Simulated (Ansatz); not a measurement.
# How fast states decay through WS2Br2, part 2 of 3

A new crystal, WS2Br2: structure, gap and complex bands. It is built by putting Br for F, S for O in the WO2F2 structure of space group Cmcm, with the volume rescaled by atomic radii. The parent structure comes from the Materials Project.

Ansatz 0.2.0; LDA DFT, plane waves, PAW files (the session's first sound run).

So far. Step 2 (Relaxing the new crystal): The largest force component on a free atom ends at 0.0032 eV/Å.

The structure was built from a prototype and need not be the compound's stable phase.

## Step 3: Band edges

The energy window and the wavevectors of the next steps follow from the band edges, so these are searched first, off the mesh as well.

input.yaml reads:

```yaml
crystal:
  lattice:
    - [3.3748433623, -3.6005805474, 0.0]
    - [3.3748433623, 3.6005805474, 0.0]
    - [0.0, 0.0, 10.3057531211]
  atoms:
    - { symbol: W, position: [0.6624404489, 0.3375595511, 0.25] }
    - { symbol: W, position: [0.3375595511, 0.6624404489, 0.75] }
    - { symbol: S, position: [0.7657449775, 0.7423416828, 0.75] }
    - { symbol: S, position: [0.7423416828, 0.7657449775, 0.25] }
    - { symbol: S, position: [0.2576583172, 0.2342550225, 0.75] }
    - { symbol: S, position: [0.2342550225, 0.2576583172, 0.25] }
    - { symbol: Br, position: [0.7636363509, 0.2363636491, 0.026536364] }
    - { symbol: Br, position: [0.7636363509, 0.2363636491, 0.473463636] }
    - { symbol: Br, position: [0.2363636491, 0.7636363509, 0.526536364] }
    - { symbol: Br, position: [0.2363636491, 0.7636363509, 0.973463636] }
kpoints:
  mp_grid: { grid: [6, 6, 2] }
  band_path: { path: [VBM, CBM], npoints: 30 }
scf:
  occupations: { method: fixed }
hamiltonian:
  xc: lda
output:
  eigenvalues: true
  write_potential: true
  write_density: true
  volumetric_format: npy
```

On the command line:

```sh
> ansatz run input.yaml --threads 2 --pin off --max-ram 4096MiB --backend cpu --events-out ev --progress --plain --runs-dir out
```

Numbers of over 12 decimals in the logs are rounded to 6 here.

Log:

```text
[...]
Crystal: 10 atoms, lattice volume = 250.459 Å³
Basis set: ecut = 420 eV, 4893 PW (Γ)
Bands: 50, of which v1, the nominal top of the filled ones, is band 40 counted from 1 (39 counted from 0)
Symmetry: 8 space group operations
[...]
k-points: 26 of 72
[...]
SCF iter   1: F=—  HF=-34516.135446 eV  |F-HF|=—  |Δ(HF+E_count)|=         —  Δρ=9.83e-3  dr2=4.87e-1  ethr=1.77e-3  ⟨swp⟩=5.3  Hψ=4972  notcnv=0  defer=159
[...]
SCF iter   8: F=-34516.059271 eV  HF=-34516.059271 eV  |F-HF|=1.46e-9  |Δ(HF+E_count)|=   1.31e-8  Δρ=1.73e-6  dr2=1.86e-8  ethr=1.25e-10  ⟨swp⟩=9.2  Hψ=4355  notcnv=0
SCF 1 converged in 8 iterations: F = -34516.059271 eV  dr2 = 1.86e-8
[...]
NSCF: frozen V_eff on 52 k-points
[...]
SCF converged after 8 iterations
Free energy (F): -34516.059271 eV
[...]
Internal energy: -34516.059271 eV  (E = F + TS)
E sigma→0 (E₀):  -34516.059271 eV
Fermi energy:    5.378698 eV
[...]
--- Band table (eV; the first three rows and the last of 26) ---
  k-point 0: bands = [... 36 lower, 4.0307, 4.1529, 4.3482, 4.8059, 6.8811, 6.9521, 7.0339, 7.1135, ... 6 higher]
  k-point 1: bands = [... 36 lower, 4.1897, 4.1897, 4.5135, 4.5135, 6.9022, 6.9022, 7.0715, 7.0715, ... 6 higher]
  k-point 2: bands = [... 36 lower, 4.0837, 4.3408, 4.4468, 4.5745, 6.5225, 6.6978, 6.8793, 7.0589, ... 6 higher]
  k-point 25: bands = [... 36 lower, 5.3034, 5.3034, 5.3315, 5.3315, 6.7260, 6.7260, 7.2043, 7.2043, ... 6 higher]
```

The job ended after 52 s (2 threads of Intel Xeon Platinum 8259CL at 2.50GHz (Skylake/Cascade Lake), shared host; peak memory 0.68 GiB).

In the SCF lines HF is the Harris–Foulkes energy and dr2 the Hartree energy of the density residual, in eV; the loop may stop once dr2 is under the threshold and the program's other checks hold. Hψ counts applications of the Hamiltonian.

This step gave:

```yaml
free_energy: -34516.0593 eV
fermi_energy: 5.379 eV
gap_on_the_k_mesh: 0.8435 eV
gap_on_path: 0.8363 eV, by band count; negative where bands overlap
direct_gap_on_path: 1.259 eV
edge_places_on_path: 0, 0.9867 1/A along the path
```

The electronic bands at the labelled points (eV, zero at the Fermi level (highest filled level under fixed occupations); v1 is the highest filled band, c1 the lowest empty one):

| point | v4 | v3 | v2 | v1 | c1 | c2 | c3 | c4 |
| --- | --- | --- | --- | --- | --- | --- | --- | --- |
| VBM | -0.37 | -0.06 | -0.05 | 0.00 | 1.26 | 1.32 | 1.67 | 1.82 |
| halfway | -1.27 | -0.87 | -0.82 | -0.53 | 1.24 | 1.37 | 1.43 | 1.74 |
| CBM | -1.10 | -0.92 | -0.79 | -0.51 | 0.84 | 1.07 | 1.45 | 1.70 |

The searched edges give 0.836 eV, against 0.844 eV on the mesh.

## Step 4: Complex bands

This step: LDA DFT, plane waves, PAW files; complex bands by layer matching along the plane's normal (Ansatz 0.2.0).

The same crystal is laid in a cell whose first two vectors span the (001) plane (indices of the standard conventional cell, whose axes can be ordered otherwise than in the bulk input). At fixed energy and wavevector in the plane the solver finds all kz, real and complex. A few wavevectors are listed, (0, 0), (0.1875, -0.1875) and (-0.5, -0.5) in units of the plane's reciprocal vectors; the slowest state needn't be among them.

Edit input.yaml of step 3 so:

```diff
@@ -2,5 +2,5 @@
   lattice:
-    - [3.3748433623, -3.6005805474, 0.0]
-    - [3.3748433623, 3.6005805474, 0.0]
-    - [0.0, 0.0, 10.3057531211]
+    - [4.934951671, 0.0, 0.0]
+    - [-0.319073552, 4.924625881, 0.0]
+    - [0.0, 0.0, 10.305753121]
   atoms:
@@ -17,4 +17,3 @@
 kpoints:
-  mp_grid: { grid: [6, 6, 2] }
-  band_path: { path: [VBM, CBM], npoints: 30 }
+  mp_grid: { grid: [6, 6, 4] }
 scf:
@@ -25,4 +24,6 @@
   eigenvalues: true
-  write_potential: true
-  write_density: true
-  volumetric_format: npy
+  transmission:
+    leads: [[0, 0]]
+    kpoints: [[0.0, 0.0], [0.1875, -0.1875], [-0.5, -0.5]]
+    e_range: [-1.0, 1.84]
+    de: 0.05
```

Log:

```text
[...]
Crystal: 10 atoms, lattice volume = 250.459 Å³
Basis set: ecut = 420 eV, 4893 PW (Γ)
Bands: 50, of which v1, the nominal top of the filled ones, is band 40 counted from 1 (39 counted from 0)
Symmetry: 8 space group operations
[...]
k-points: 39 of 144
[...]
SCF iter   1: F=—  HF=-34516.134455 eV  |F-HF|=—  |Δ(HF+E_count)|=         —  Δρ=9.83e-3  dr2=4.86e-1  ethr=1.77e-3  ⟨swp⟩=5.2  Hψ=7355  notcnv=0  defer=241
[...]
SCF iter   8: F=-34516.058667 eV  HF=-34516.058667 eV  |F-HF|=1.59e-9  |Δ(HF+E_count)|=   1.49e-8  Δρ=1.76e-6  dr2=1.93e-8  ethr=1.25e-10  ⟨swp⟩=9.2  Hψ=6517  notcnv=0
SCF 1 converged in 8 iterations: F = -34516.058667 eV  dr2 = 1.93e-8
[...]
transmission: 19 of 57 steps passed
transmission: 38 of 57 steps passed
transmission: 57 of 57 steps passed
SCF converged after 8 iterations
Free energy (F): -34516.058667 eV
[...]
Internal energy: -34516.058667 eV  (E = F + TS)
E sigma→0 (E₀):  -34516.058667 eV
Fermi energy:    5.378715 eV
[...]
--- Band table (eV; the first three rows and the last of 39) ---
  k-point 0: bands = [... 36 lower, 4.0307, 4.1530, 4.3483, 4.8059, 6.8811, 6.9521, 7.0339, 7.1135, ... 6 higher]
  k-point 1: bands = [... 36 lower, 4.0685, 4.2514, 4.3304, 4.7233, 6.9201, 6.9372, 6.9724, 7.1379, ... 6 higher]
  k-point 2: bands = [... 36 lower, 4.1898, 4.1898, 4.5135, 4.5135, 6.9022, 6.9022, 7.0715, 7.0715, ... 6 higher]
  k-point 38: bands = [... 36 lower, 5.3035, 5.3035, 5.3316, 5.3316, 6.7261, 6.7261, 7.2043, 7.2043, ... 6 higher]
--- Transmission ---
  basis      : 215 plane waves across, 19 finite elements along
  points     : 3, as listed
  energies   : 57 from -1.000000 to 1.800000 eV about the Fermi level, 0.050000 eV apart; the leads are filled to 0.421790 eV, and channels, transmission and decay are at 0.400000 eV
  crystal 0  : W2S4Br4, at the sites [0, 0], period 10.3058 Å: whole cells are its period
    offset         : up to 0.0000 Å between an atom of the period and one for which it stands
    channels       : 0.000000e0 a spin
    conductance    : none, the energies end too early or step too widely for 300 K: set another output.transmission.e_range or a lower de, or, where they end at an eighth of basis.ecutwfc, a higher one
    slowest decay  : 0.3224 /Å at (0.1875, -0.1875)
```

Elapsed: 2.2 min, on 2 threads; peak memory 0.95 GiB.

This step gave:

```
free energy                                               : -34516.0587 eV
gap on the k-mesh                                         : 0.8436 eV
level to which the leads are filled                       : 0.4218 eV from the Fermi level
decay constant at the filling level, zone centre          : 0.3501 Å⁻¹
decay constant at the filling level, slowest listed point : 0.3224 Å⁻¹
```

K parallel (0, 0); values up to 1.5 1/Å, a degenerate pair printed once or twice; energies at which all values exceed this have no row. Im kz of the slowest decaying states against energy, zero at the highest filled level on the SCF mesh:

| energy (eV) | decay 1 (Å⁻¹) | decay 2 (Å⁻¹) | decay 3 (Å⁻¹) | decay 4 (Å⁻¹) |
| --- | --- | --- | --- | --- |
| -1.00 | 0.127 | 0.195 | 0.469 | 0.487 |
| -0.90 | 0.192 | 0.231 | 0.464 | 0.493 |
| -0.80 | 0.227 | 0.262 | 0.458 | 0.497 |
| -0.65 | 0.262 | 0.307 | 0.442 | 0.500 |
| -0.55 | 0.0779 | 0.280 | 0.341 | 0.423 |
| -0.45 | 0.176 | 0.294 | 0.388 | 0.502 |
| -0.35 | 0.231 | 0.306 | 0.394 | 0.501 |
| -0.20 | 0.288 | 0.321 | 0.400 | 0.498 |
| -0.10 | 0.316 | 0.329 | 0.403 | 0.495 |
| 0.00 | 0.335 | 0.340 | 0.405 | 0.491 |
| 0.10 | 0.341 | 0.360 | 0.407 | 0.486 |
| 0.25 | 0.346 | 0.384 | 0.408 | 0.477 |
| 0.35 | 0.349 | 0.397 | 0.408 | 0.469 |
| 0.45 | 0.351 | 0.408 | 0.408 | 0.461 |
| 0.55 | 0.352 | 0.407 | 0.416 | 0.452 |
| 0.70 | 0.351 | 0.405 | 0.416 | 0.445 |
| 0.80 | 0.349 | 0.404 | 0.404 | 0.448 |
| 0.90 | 0.347 | 0.387 | 0.403 | 0.452 |
| 1.00 | 0.344 | 0.365 | 0.402 | 0.456 |
| 1.15 | 0.321 | 0.336 | 0.406 | 0.461 |
| 1.25 | 0.282 | 0.308 | 0.429 | 0.464 |
| 1.35 | 0.228 | 0.246 | 0.465 | 0.466 |
| 1.45 | 0.140 | 0.167 | 0.406 | 0.467 |
| 1.60 | 0.121 | 0.246 | 0.300 | 0.467 |
| 1.70 | 0.119 | 0.154 | 0.193 | 0.467 |
| 1.80 | 0.142 | 0.202 | 0.465 | 0.545 |

K parallel (0.1875, -0.1875); values up to 1.5 1/Å, a degenerate pair printed once or twice; energies at which all values exceed this have no row. Table of Im kz of the slowest decaying states by energy, zero at the highest filled level on the SCF mesh:

| energy (eV) | decay 1 (Å⁻¹) | decay 2 (Å⁻¹) | decay 3 (Å⁻¹) | decay 4 (Å⁻¹) |
| --- | --- | --- | --- | --- |
| -1.000 | 0.221 | 0.285 | 0.349 | 0.350 |
| -0.800 | 0.0974 | 0.209 | 0.364 | 0.368 |
| -0.600 | 0.269 | 0.376 | 0.426 | 1.00 |
| -0.400 | 0.190 | 0.306 | 0.306 | 0.387 |
| -0.200 | 0.274 | 0.331 | 0.396 | 0.495 |
| 0.000 | 0.307 | 0.350 | 0.350 | 0.404 |
| 0.200 | 0.321 | 0.366 | 0.409 | 0.538 |
| 0.400 | 0.322 | 0.328 | 0.381 | 0.512 |
| 0.600 | 0.252 | 0.314 | 0.391 | 0.561 |
| 0.800 | 0.111 | 0.295 | 0.389 | 0.565 |
| 1.000 | 0.263 | 0.340 | 0.435 | 0.572 |
| 1.200 | 0.210 | 0.259 | 0.360 | 0.574 |
| 1.400 | 0.0998 | 0.233 | 0.383 | 0.574 |
| 1.600 | 0.167 | 0.167 | 0.388 | 0.573 |
| 1.800 | 0.193 | 0.386 | 0.571 | 0.889 |

K parallel (-0.5, -0.5); values up to 1.5 1/Å, a degenerate pair printed once or twice; energies at which all values exceed this have no row. The Im kz of the slowest decaying states by energy, zero at the highest filled level on the SCF mesh:

| energy (eV) | decay 1 (Å⁻¹) | decay 2 (Å⁻¹) | decay 3 (Å⁻¹) | decay 4 (Å⁻¹) |
| --- | --- | --- | --- | --- |
| -1.00 | 0.298 | 0.775 | 0.780 | 1.13 |
| -0.90 | 0.0416 | 0.296 | 0.756 | 0.765 |
| -0.80 | 0.0681 | 0.291 | 0.730 | 0.756 |
| -0.65 | 0.0785 | 0.0794 | 0.273 | 0.688 |
| -0.55 | 0.0692 | 0.0769 | 0.248 | 0.656 |
| -0.45 | 0.0294 | 0.192 | 0.622 | 0.743 |
| -0.35 | 0.140 | 0.145 | 0.583 | 0.754 |
| -0.20 | 0.244 | 0.267 | 0.511 | 0.859 |
| -0.10 | 0.280 | 0.296 | 0.449 | 0.541 |
| 0.00 | 0.0238 | 0.197 | 0.307 | 0.314 |
| 0.10 | 0.287 | 0.324 | 0.328 | 0.746 |
| 0.25 | 0.328 | 0.344 | 0.355 | 0.708 |
| 0.35 | 0.325 | 0.365 | 0.369 | 0.686 |
| 0.45 | 0.319 | 0.379 | 0.381 | 0.665 |
| 0.55 | 0.310 | 0.389 | 0.391 | 0.644 |
| 0.70 | 0.290 | 0.399 | 0.402 | 0.612 |
| 0.80 | 0.273 | 0.402 | 0.409 | 0.589 |
| 0.90 | 0.252 | 0.404 | 0.414 | 0.564 |
| 1.00 | 0.225 | 0.403 | 0.418 | 0.534 |
| 1.15 | 0.162 | 0.398 | 0.428 | 0.471 |
| 1.25 | 0.0533 | 0.387 | 0.392 | 0.416 |
| 1.35 | 0.0447 | 0.383 | 0.400 | 0.557 |
| 1.45 | 0.185 | 0.371 | 0.402 | 0.588 |
| 1.60 | 0.185 | 0.302 | 0.388 | 0.395 |
| 1.70 | 0.213 | 0.258 | 0.369 | 0.403 |
| 1.80 | 0.0904 | 0.318 | 0.326 | 0.424 |

At the listed wavevectors the last open channel is at -0.05 eV and the next at +0.85 eV on the grid. At +0.40 eV, the grid energy nearest the filling level (the middle of the gap on the SCF mesh), the slowest state at the listed wavevectors decays with κ = 0.322 Å⁻¹, its amplitude falling by e over 3.1 Å. Through 1 nm of this crystal that state's transmission falls by exp(−2 × 0.322 Å⁻¹ × 10 Å) = 0.0016.

## Step 5: Decay over the two-dimensional zone

The listed points could miss the slowest state, so one energy near mid-gap is solved on a mesh of 8×8.

Edit input.yaml of step 4 so:

```diff
@@ -24,6 +24,2 @@
   eigenvalues: true
-  transmission:
-    leads: [[0, 0]]
-    kpoints: [[0.0, 0.0], [0.1875, -0.1875], [-0.5, -0.5]]
-    e_range: [-1.0, 1.84]
-    de: 0.05
+  transmission: { leads: [[0, 0]], kmesh: [8, 8], e_range: [0.42, 0.43], de: 0.05 }
```

Log:

```text
[...]
Crystal: 10 atoms, lattice volume = 250.459 Å³
Basis set: ecut = 420 eV, 4893 PW (Γ)
Bands: 50, of which v1, the nominal top of the filled ones, is band 40 counted from 1 (39 counted from 0)
Symmetry: 8 space group operations
[...]
k-points: 39 of 144
[...]
SCF iter   1: F=—  HF=-34516.134455 eV  |F-HF|=—  |Δ(HF+E_count)|=         —  Δρ=9.83e-3  dr2=4.86e-1  ethr=1.77e-3  ⟨swp⟩=5.2  Hψ=7355  notcnv=0  defer=241
[...]
SCF iter   8: F=-34516.058667 eV  HF=-34516.058667 eV  |F-HF|=1.59e-9  |Δ(HF+E_count)|=   1.49e-8  Δρ=1.76e-6  dr2=1.93e-8  ethr=1.25e-10  ⟨swp⟩=9.2  Hψ=6517  notcnv=0
SCF 1 converged in 8 iterations: F = -34516.058667 eV  dr2 = 1.93e-8
[...]
transmission: 72 of 378 steps passed
transmission: 108 of 378 steps passed
[...]
transmission: 378 of 378 steps passed
SCF converged after 8 iterations
Free energy (F): -34516.058667 eV
[...]
Internal energy: -34516.058667 eV  (E = F + TS)
E sigma→0 (E₀):  -34516.058667 eV
Fermi energy:    5.378715 eV
[...]
--- Band table (eV; the first three rows and the last of 39) ---
  k-point 0: bands = [... 36 lower, 4.0307, 4.1530, 4.3483, 4.8059, 6.8811, 6.9521, 7.0339, 7.1135, ... 6 higher]
  k-point 1: bands = [... 36 lower, 4.0685, 4.2514, 4.3304, 4.7233, 6.9201, 6.9372, 6.9724, 7.1379, ... 6 higher]
  k-point 2: bands = [... 36 lower, 4.1898, 4.1898, 4.5135, 4.5135, 6.9022, 6.9022, 7.0715, 7.0715, ... 6 higher]
  k-point 38: bands = [... 36 lower, 5.3035, 5.3035, 5.3316, 5.3316, 6.7261, 6.7261, 7.2043, 7.2043, ... 6 higher]
--- Transmission ---
  basis      : 215 plane waves across, 18 finite elements along
  points     : 21, standing for a mesh of 8 x 8
  energies   : 1 from 0.420000 to 0.420000 eV about the Fermi level; the leads are filled to 0.421790 eV, and channels, transmission and decay are at 0.420000 eV
  crystal 0  : W2S4Br4, at the sites [0, 0], period 10.3058 Å: whole cells are its period
[...]
channels       : 0.000000e0 a spin
    conductance    : none, crystal 0 has no channel at the energies, or these end too early or step too widely for 300 K: set another output.transmission.e_range or a lower de, or, where they end at an eighth of basis.ecutwfc, a higher one
    slowest decay  : 0.3140 /Å at (-0.2500, 0.2500)
```

Run time: 52 s. Hardware: 2 threads; peak memory 1 GiB; 1.7 min of CPU time.

Numbers from this step:

```
least decay constant on the mesh : 0.314 Å⁻¹
```

Slowest decay constant (1/Å; 0 where a channel is open) over k1 and k2. At 0.4200 eV from the Fermi level.

Values, 8 rows by 8 columns:
```
0.361 0.321 0.354 0.344 0.337 0.335 0.347 0.366
0.353 0.354 0.314 0.347 0.320 0.329 0.337 0.347
0.335 0.344 0.347 0.342 0.334 0.323 0.329 0.335
0.347 0.337 0.320 0.334 0.350 0.334 0.320 0.337
0.335 0.335 0.329 0.323 0.334 0.342 0.347 0.344
0.353 0.347 0.337 0.329 0.320 0.347 0.314 0.354
0.361 0.366 0.347 0.335 0.337 0.344 0.354 0.321
0.321 0.361 0.353 0.335 0.347 0.335 0.353 0.361
```
Columns: k1 (b1) from -0.5 to 0.375; rows upwards: k2 (b2) from -0.5 to 0.375.

The least value on the mesh is 0.314 Å⁻¹ at +0.42 eV. At that energy the listed points give about 0.317 Å⁻¹ by interpolation, so the mesh holds no clearly slower state.

## Step 6: Band edges at another level

This step: PBEsol DFT, plane waves, PAW files (Ansatz 0.2.0).

The edges again with PBEsol, at the same atoms.

Edit input.yaml of step 5 so:

```diff
@@ -2,5 +2,5 @@
   lattice:
-    - [4.934951671, 0.0, 0.0]
-    - [-0.319073552, 4.924625881, 0.0]
-    - [0.0, 0.0, 10.305753121]
+    - [3.3748433623, -3.6005805474, 0.0]
+    - [3.3748433623, 3.6005805474, 0.0]
+    - [0.0, 0.0, 10.3057531211]
   atoms:
@@ -17,3 +17,4 @@
 kpoints:
-  mp_grid: { grid: [6, 6, 4] }
+  mp_grid: { grid: [6, 6, 2] }
+  band_path: { path: [VBM, CBM], npoints: 30 }
 scf:
@@ -21,5 +22,4 @@
 hamiltonian:
-  xc: lda
+  xc: pbesol
 output:
   eigenvalues: true
-  transmission: { leads: [[0, 0]], kmesh: [8, 8], e_range: [0.42, 0.43], de: 0.05 }
```

Log:

```text
[...]
Crystal: 10 atoms, lattice volume = 250.459 Å³
Basis set: ecut = 420 eV, 4893 PW (Γ)
Bands: 50, of which v1, the nominal top of the filled ones, is band 40 counted from 1 (39 counted from 0)
Symmetry: 8 space group operations
[...]
k-points: 26 of 72
[...]
SCF iter   1: F=—  HF=-35001.550866 eV  |F-HF|=—  |Δ(HF+E_count)|=         —  Δρ=7.59e-3  dr2=3.00e-1  ethr=1.77e-3  ⟨swp⟩=5.3  Hψ=4968  notcnv=0  defer=161
[...]
SCF iter   8: F=-35001.502176 eV  HF=-35001.502176 eV  |F-HF|=2.03e-8  |Δ(HF+E_count)|=   1.88e-7  Δρ=1.94e-6  dr2=2.12e-8  ethr=1.25e-10  ⟨swp⟩=9.4  Hψ=4392  notcnv=0
SCF 1 converged in 8 iterations: F = -35001.502176 eV  dr2 = 2.12e-8
[...]
SCF converged after 8 iterations
Free energy (F): -35001.502176 eV
[...]
Internal energy: -35001.502176 eV  (E = F + TS)
E sigma→0 (E₀):  -35001.502176 eV
Fermi energy:    5.542097 eV
[...]
--- Band table (eV; the first three rows and the last of 26) ---
  k-point 0: bands = [... 36 lower, 4.1974, 4.3132, 4.5131, 4.9693, 7.0699, 7.1457, 7.2303, 7.3165, ... 6 higher]
  k-point 1: bands = [... 36 lower, 4.3547, 4.3547, 4.6774, 4.6774, 7.1037, 7.1037, 7.2603, 7.2603, ... 6 higher]
  k-point 2: bands = [... 36 lower, 4.2467, 4.5053, 4.6096, 4.7399, 6.7158, 6.8867, 7.0707, 7.2588, ... 6 higher]
  k-point 25: bands = [... 36 lower, 5.4598, 5.4598, 5.4872, 5.4872, 6.9292, 6.9292, 7.4025, 7.4025, ... 6 higher]
```

Wall time 53 s (2 threads); peak memory 0.69 GiB.

This step gave:

```
free energy        : -35001.5022 eV
Fermi energy       : 5.542 eV
gap on the k-mesh  : 0.8787 eV
gap on path        : 0.8718 eV, by band count; negative where bands overlap
direct gap on path : 1.301 eV
```

Electronic bands along the path, in eV, zero at the Fermi level (highest filled level under fixed occupations); v1 is the highest filled band, c1 the lowest empty one:

| point | v4 | v3 | v2 | v1 | c1 | c2 | c3 | c4 |
| --- | --- | --- | --- | --- | --- | --- | --- | --- |
| VBM | -0.37 | -0.08 | -0.07 | 0.00 | 1.30 | 1.37 | 1.70 | 1.85 |
| halfway | -1.28 | -0.87 | -0.82 | -0.54 | 1.26 | 1.40 | 1.46 | 1.77 |
| CBM | -1.10 | -0.92 | -0.79 | -0.51 | 0.87 | 1.11 | 1.48 | 1.74 |

The searched edges give 0.872 eV, against 0.879 eV on the mesh.

(Continued in part 3 of 3.)

[Logs are printed without paths, hosts, clocks, repeated set-up lines and the standing remarks that a program may print on its own settings, such as how far it seeks lower states.]

[Hosts, paths, dates, database ids (printed as entryN), source tags and the programs' standing remarks are cut or masked in the printed files.]

[New means built here by substitution; the compound itself may be known and measured.]
